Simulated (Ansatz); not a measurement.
# What Y3GaC (Pm-3m) distorts into, part 2 of 3

Which phase does Y3GaC (Pm-3m) fall into along its unstable mode, and how much energy does it gain?

Ansatz 0.2.0; DFT PBEsol, scalar-relativistic, plane waves, PAW; PAW set soft_1.

So far, highest frequency on the path or at a solved wavevector (cm⁻¹): step 2 (response at finite wavevector) 528. Also lowest frequency on the path (cm⁻¹): step 2 -44.2.

## 5. Energy along the mode, all amplitudes (two of the runs are shown above)

An imaginary frequency means negative curvature, so the energy should fall and then rise again as anharmonic terms take over.

Numbers from this step:

```
depth at the lowest point sampled  : 9.258 meV/atom
largest atomic shift at that point : 0.32 Å
```

Energy from the parent against largest atomic shift:

```
largest atomic shift (Å)  energy from the parent (meV/atom)
                   0.000                                  0
                   0.040                             -0.303
                   0.080                              -1.18
                   0.140                              -3.31
                   0.220                              -6.73
                   0.320                              -9.26
                   0.450                              -1.30
                   0.600                               43.6
```

Displacement at unit largest shift by atom:

```
atom   x (Å)   y (Å)   z (Å)   size
  Y1  -0.707   0.000  -0.707  1.000
  Y2   0.707   0.000   0.707  1.000
  Y3  -0.707  -0.707   0.000  1.000
  Y4   0.707   0.707   0.000  1.000
  Y5   0.000  -0.707   0.707  1.000
  Y6   0.000   0.707  -0.707  1.000
 Ga7   0.000   0.000   0.000  0.000
 Ga8   0.000   0.000   0.000  0.000
  C9   0.000   0.000   0.000  0.000
 C10   0.000   0.000   0.000  0.000
```

The lowest of the steps tried is at 0.32 Å, 9.26 meV/atom below the parent; the bottom of the well need not coincide with a step.

## 6. Relaxing from the distorted cell

Starting from the lowest point found, all atoms and the cell are let go, so that strain and other modes of the same symmetry can join in.

Contents of input.yaml:

```yaml
crystal:
  lattice:
    - [4.8062686968, 4.8062686968, 0.0]
    - [4.8062686968, 0.0, 4.8062686968]
    - [4.8062686968, 0.0, -4.8062686968]
  atoms:
    - { symbol: "Y", position: [0.0, 0.952921032, 0.5] }
    - { symbol: "Y", position: [0.0, 0.547078968, 0.0] }
    - { symbol: "Y", position: [0.452921032, 0.0, 1.0] }
    - { symbol: "Y", position: [0.547078968, 0.5, 0.5] }
    - { symbol: "Y", position: [0.452921032, 0.047078968, 0.5] }
    - { symbol: "Y", position: [0.547078968, 0.452921032, 0.0] }
    - { symbol: Ga, position: [0.0, 0.5, 0.5] }
    - { symbol: Ga, position: [0.0, 0.0, 0.0] }
    - { symbol: C, position: [0.5, 0.25, 0.75] }
    - { symbol: C, position: [0.5, 0.75, 0.25] }
kpoints:
  mp_grid: { grid: [8, 8, 8] }
hamiltonian:
  xc: pbesol
  pseudopotentials: { kind: paw, azcp: { folder: soft_1 }, xc_functional: pbe }
scf:
  occupations: { method: methfessel_paxton, width: 0.2 }
output:
  forces: true
  stress: true
  eigenvalues: true
relax:
  adjacent_minimum: "off"
  f_tol: 0.002
  max_steps: 120
  cell: { stress_tol: 0.03 }
```

Started as:

```sh
ansatz run input.yaml --threads 4 --pin off --max-ram 10240MiB --backend cpu --events-out ev --progress --plain --runs-dir out
```

Numbers of over 12 decimals in the logs are rounded to 6 here.

What it wrote:

```text
[...]
Crystal: 10 atoms, lattice volume = 222.052 Å³
Basis set: ecut = 420 eV, 4285 PW (Γ), exchange–correlation on 96×96×96 points (8 copies of the dense FFT grid, shifted against one another)
Bands: 60, of which v1, the nominal top of the filled ones, is band 50 counted from 1 (49 counted from 0)
Symmetry: 12 space group operations
[...]
k-points: 65 of 512
[...]
SCF iter   1: F=—  HF=-30759.722043 eV  |F-HF|=—  |Δ(HF+E_count)|=         —  Δρ=5.79e-2  dr2=1.76e1  ethr=3.10e-3  ⟨swp⟩=5.5  Hψ=14299  notcnv=0
[...]
SCF iter  10: F=-30755.626109 eV  HF=-30755.626109 eV  |F-HF|=4.15e-10  |Δ(HF+E_count)|=   4.14e-8  S|Δr|=    0.00e0  Δρ=1.48e-6  dr2=3.75e-9  ethr=1.00e-10  ⟨swp⟩=11.7  Hψ=15214  notcnv=0
SCF 1 converged in 10 iterations: F = -30755.626109 eV  dr2 = 3.75e-9
[...]
relax step   1: F+E_penalty+E_count = -30755.62610859 eV  Δ(F+E_penalty+E_count) = +0.000e0 eV  max|allowed force component| = 3.239e-3 eV/Å  Δτ_max = 0.0000 Å  P = -0.564 GPa  Ω = 222.052 Å³  (10 SCF iters, dr2 threshold 1.00e-7 eV, accepted)
Crystal: 10 atoms, lattice volume = 218.894 Å³
Basis set: ecut = 420 eV, 4279 PW (Γ), exchange–correlation on 96×96×96 points (8 copies of the dense FFT grid, shifted against one another)
[...]
SCF iter   6: F=-30755.626182 eV  HF=-30755.626182 eV  |F-HF|=1.08e-7  |Δ(HF+E_count)|=   1.57e-6  S|Δr|=    0.00e0  Δρ=1.05e-5  dr2=3.13e-7  ethr=8.10e-10  ⟨swp⟩=4.3  Hψ=15984  notcnv=0
SCF 2 converged in 6 iterations: F = -30755.626182 eV  dr2 = 3.13e-7
relax step   2: F+E_penalty+E_count = -30755.62618235 eV  Δ(F+E_penalty+E_count) = -7.377e-5 eV  max|allowed force component| = 8.698e-3 eV/Å  Δτ_max = 0.0021 Å  P = +0.651 GPa  Ω = 218.894 Å³  energy of the carried Pulay correction = +6.909e-4 eV  (6 SCF iters, dr2 threshold 8.10e-7 eV, rejected (line search))
Crystal: 10 atoms, lattice volume = 220.549 Å³
[...]
SCF iter   9: F=-30755.629201 eV  HF=-30755.629201 eV  |F-HF|=1.09e-11  |Δ(HF+E_count)|=  3.38e-10  S|Δr|=    0.00e0  Δρ=9.67e-8  dr2=2.79e-11  ethr=1.00e-12  ⟨swp⟩=3.1  Hψ=15009  notcnv=0
SCF 3 converged in 9 iterations: F = -30755.629201 eV  dr2 = 2.79e-11
relax step   3: F+E_penalty+E_count = -30755.62920147 eV  Δ(F+E_penalty+E_count) = -3.093e-3 eV  max|allowed force component| = 3.990e-3 eV/Å  Δτ_max = 0.0032 Å  P = -0.003 GPa  Ω = 220.549 Å³  energy of the carried Pulay correction = +3.277e-4 eV  (9 SCF iters, accepted)
[...]
relax step   4: F+E_penalty+E_count = -30755.62928642 eV  Δ(F+E_penalty+E_count) = -8.495e-5 eV  max|allowed force component| = 3.154e-4 eV/Å  Δτ_max = 0.0044 Å  P = -0.009 GPa  Ω = 220.531 Å³  energy of the carried Pulay correction = +3.315e-4 eV  (7 SCF iters, dr2 threshold 9.95e-10 eV, accepted)
[...]
SCF iter   5: F=-30755.628977 eV  HF=-30755.628977 eV  |F-HF|=2.18e-11  |Δ(HF+E_count)|=  1.46e-10  S|Δr|=    0.00e0  Δρ=1.08e-7  dr2=1.12e-11  ethr=1.00e-12  ⟨swp⟩=4.4  Hψ=11876  notcnv=0
SCF 5 converged in 5 iterations: F = -30755.628977 eV  dr2 = 1.12e-11
relax step   5: F+E_penalty+E_count = -30755.62897689 eV  Δ(F+E_penalty+E_count) = +3.095e-4 eV  max|allowed force component| = 3.190e-4 eV/Å  Δτ_max = 0.0000 Å  P = -0.011 GPa  Ω = 220.531 Å³  stress off target by 1.11e-2 GPa  SCF on the basis re-selected at this cell (its energy is not comparable with the rows above)  (5 SCF iters)
basis re-selected at this cell: Δ(F+E_penalty+E_count) = +3.095e-4 eV, ΔP = -0.002 GPa vs the last step (what re-selecting the basis moved, of the pressure what is left beyond the Pulay correction that the steps carried, after the strain that the cell walked since its last selection, with what the two solves' SCF thresholds leave and, on support functions, any second-order correction that the steps lacked; it is no m [...]
SCF converged after 5 iterations
[...]
Free energy (F): -30755.628977 eV
[...]
Internal energy: -30755.642251 eV  (E = F + TS)
E sigma→0 (E₀):  -30755.632295 eV
Entropy (-TS):   0.013274 eV (1.327 meV/atom)
Fermi energy:    10.292561 eV
[...]
--- Forces (eV/Å), atoms counted from 1 ---
  atom   1  Y     -0.00031897     0.00000000    -0.00031897
  atom   2  Y      0.00031897    -0.00000000     0.00031897
  atom   3  Y     -0.00031897    -0.00031897     0.00000000
  atom   4  Y      0.00031897     0.00031897    -0.00000000
  atom   5  Y     -0.00000000    -0.00031897     0.00031897
  atom   6  Y      0.00000000     0.00031897    -0.00031897
  atom   7  Ga     0.00000000    -0.00000000    -0.00000000
  atom   8  Ga    -0.00000000     0.00000000     0.00000000
  atom   9  C      0.00000000    -0.00000000    -0.00000000
  atom  10  C      0.00000000    -0.00000000     0.00000000
  max |Σ_I F_I| component: 9.76e-19 eV/Å
--- Stress (GPa, compression-positive) ---
       -0.010756      -0.000311      -0.000311
       -0.000311      -0.010756       0.000311
       -0.000311       0.000311      -0.010756
  P = ⅓ Tr σ = -0.0108 GPa (-0.108 kbar)
--- Band table (eV; the first three rows and the last of 65) ---
  k-point 0: bands = [... 46 lower, 9.8639, 9.9096, 9.9096, 10.4557, 10.6168, 10.6168, 11.0768, 11.4078, ... 6 higher]
  k-point 1: bands = [... 46 lower, 9.7061, 9.9868, 9.9868, 10.0962, 10.6455, 10.6455, 11.2822, 11.4762, ... 6 higher]
  k-point 2: bands = [... 46 lower, 9.5972, 9.5972, 9.8720, 9.8720, 10.7799, 10.7799, 11.6570, 11.6570, ... 6 higher]
  k-point 64: bands = [... 46 lower, 9.2542, 9.5449, 9.5930, 9.7586, 11.1499, 11.3276, 11.3423, 11.5070, ... 6 higher]
--- Relaxed structure (4 steps of the walk, 3 accepted, 1 SCFs on fresh bases) ---
  F+E_penalty+E_count = -30755.62897689 eV   max|allowed force component| = 3.190e-4 eV/Å   (the final SCF, on the basis selected at the relaxed cell)
  cell:  # Å, volume = 220.5313 Å³
    - [4.795398, 4.795398, 1.6263032587282567e-18]
    - [4.795398, 7.589415207398531e-19, 4.795398]
    - [4.795150, 0.00024861, -4.795150]
  atoms:
    - { symbol: Y, position: [0, 0.951813, 0.500000] }
    - { symbol: Y, position: [0, 0.548187, 0.0] }
    - { symbol: Y, position: [0.451813, -5.551115123125783e-17, 1.000000] }
    - { symbol: Y, position: [0.548187, 0.5, 0.500000] }
    - { symbol: Y, position: [0.451813, 0.048187, 0.500000] }
    - { symbol: Y, position: [0.548187, 0.451813, 1.1102230246251565e-16] }
    - { symbol: Ga, position: [0, 0.5, 0.500000] }
    - { symbol: Ga, position: [0, 0, 0] }
    - { symbol: C, position: [0.500000, 0.250000, 0.750000] }
    - { symbol: C, position: [0.5, 0.75, 0.250000] }
```

The job ended after 57 s (4 threads of Intel Xeon Platinum 8488C (Sapphire Rapids), shared host; peak memory 1.1 GiB).

The steps of the relaxation:

```
step  energy less that of the first step (eV)  largest force component (eV/Å)  pressure (GPa)  volume (Å³)
   1                                   0.0000                          0.0032           -0.56       222.05
   2                                  -0.0001                          0.0087            0.65       218.89
   3                                  -0.0031                          0.0040            0.00       220.55
   4                                  -0.0032                          0.0003           -0.01       220.53
  5*                                  -0.0029                          0.0003           -0.01       220.53
```

Relaxation steps marked * repeat the geometry before them on a plane-wave basis chosen anew for their cell, so energy and pressure can jump there. Relaxation step 2 was tried and not accepted.

Forces are held to the 12 operations that the run works with; a distortion that breaks them can't arise in this run.

| conventional cell, symmetrised | before | after | change |
| --- | --- | --- | --- |
| a (Å) | 6.797 | 6.782 | -0.2 % |
| b (Å) | 6.797 | 6.782 | -0.2 % |
| c (Å) | 16.649 | 16.610 | -0.2 % |
| volume (Å³/atom) | 22.21 | 22.05 | -0.7 % |

Final coordinates:

```cif
data_structure
_symmetry_space_group_name_H-M 'P 1'
_symmetry_Int_Tables_number 1
_cell_length_a 6.7817
_cell_length_b 6.7817
_cell_length_c 6.7814
_cell_angle_alpha 90.000
_cell_angle_beta 59.998
_cell_angle_gamma 60.000
_cell_volume 220.53
loop_
_atom_site_label
_atom_site_type_symbol
_atom_site_fract_x
_atom_site_fract_y
_atom_site_fract_z
_atom_site_occupancy
Y1 Y 0.00000 0.95181 0.50000 1
Y2 Y 0.00000 0.54819 0.00000 1
Y3 Y 0.45181 0.00000 0.00000 1
Y4 Y 0.54819 0.50000 0.50000 1
Y5 Y 0.45181 0.04819 0.50000 1
Y6 Y 0.54819 0.45181 0.00000 1
Ga7 Ga 0.00000 0.50000 0.50000 1
Ga8 Ga 0.00000 0.00000 0.00000 1
C9 C 0.50000 0.25000 0.75000 1
C10 C 0.50000 0.75000 0.25000 1
```

This step gave:

```
pressure        : -0.01076 GPa
volume per atom : 22.05 Å³
```

The distorted start has space group R-3c; the relaxation ends in R-3c.

## 7. The new phase in its own primitive cell

The relaxed structure is symmetrised, reduced to its primitive cell and relaxed tightly, as its phonons need.

Contents of input.yaml:

```yaml
crystal:
  lattice:
    - [3.390858676, 1.9577131694, 5.5368184248]
    - [-3.390858676, 1.9577131694, 5.5368184248]
    - [0.0, -3.9154263388, 5.5368184248]
  atoms:
    - { symbol: "Y", position: [0.7018128824, 0.7981871176, 0.25] }
    - { symbol: "Y", position: [0.2981871176, 0.2018128824, 0.75] }
    - { symbol: "Y", position: [0.2018128824, 0.75, 0.2981871176] }
    - { symbol: "Y", position: [0.7981871176, 0.25, 0.7018128824] }
    - { symbol: "Y", position: [0.25, 0.7018128824, 0.7981871176] }
    - { symbol: "Y", position: [0.75, 0.2981871176, 0.2018128824] }
    - { symbol: Ga, position: [0.25, 0.25, 0.25] }
    - { symbol: Ga, position: [0.75, 0.75, 0.75] }
    - { symbol: C, position: [0.5, 0.5, 0.5] }
    - { symbol: C, position: [0.0, 0.0, 0.0] }
kpoints:
  mp_grid: { grid: [6, 6, 6] }
hamiltonian:
  xc: pbesol
  pseudopotentials: { kind: paw, azcp: { folder: soft_1 }, xc_functional: pbe }
scf:
  occupations: { method: methfessel_paxton, width: 0.2 }
output:
  forces: true
  stress: true
  eigenvalues: true
relax:
  adjacent_minimum: "off"
  f_tol: 0.001
  max_steps: 60
  cell: { stress_tol: 0.01 }
```

What it wrote:

```text
[...]
Crystal: 10 atoms, lattice volume = 220.531 Å³
Basis set: ecut = 420 eV, 4285 PW (Γ), exchange–correlation on 96×96×96 points (8 copies of the dense FFT grid, shifted against one another)
Bands: 60, of which v1, the nominal top of the filled ones, is band 50 counted from 1 (49 counted from 0)
Symmetry: 12 space group operations
[...]
k-points: 32 of 216
[...]
- { symbol: Y, position: [0.298183, 0.201817, 0.75] }
    - { symbol: Y, position: [0.201817, 0.75, 0.298183] }
    - { symbol: Y, position: [0.798183, 0.25, 0.701817] }
    - { symbol: Y, position: [0.25, 0.701817, 0.798183] }
    - { symbol: Y, position: [0.75, 0.298183, 0.201817] }
    - { symbol: Ga, position: [0.250000, 0.250000, 0.250000] }
    - { symbol: Ga, position: [0.75, 0.75, 0.75] }
    - { symbol: C, position: [0.500000, 0.500000, 0.500000] }
    - { symbol: C, position: [0, 0, 0] }
[key lines of the parts left out:]
SCF converged after 5 iterations
Free energy (F): -30755.629526 eV
Fermi energy:    10.295641 eV
P = ⅓ Tr σ = 0.0002 GPa (0.002 kbar)
```

The job ended after 21 s (4 threads; peak memory 0.9 GiB; 80 s of CPU time).

Little changed from the start: no atom moved by 0.005 Å and no cell edge by 0.1 %.

This step gave:

```
pressure : 1.86e-4 GPa
```

The largest force component left is 0.062 meV/Å and the pressure is 0.000 GPa, within the tolerances set. The cell now holds 22.05 Å³/atom.

[end of part 2 of 3]

[Logs are printed without paths, hosts, clocks, repeated set-up lines and the standing remarks that a program may print on its own settings, such as how far it seeks lower states.]

[Hosts, paths, dates, database ids (printed as entryN), source tags and the programs' standing remarks are cut or masked in the printed files.]
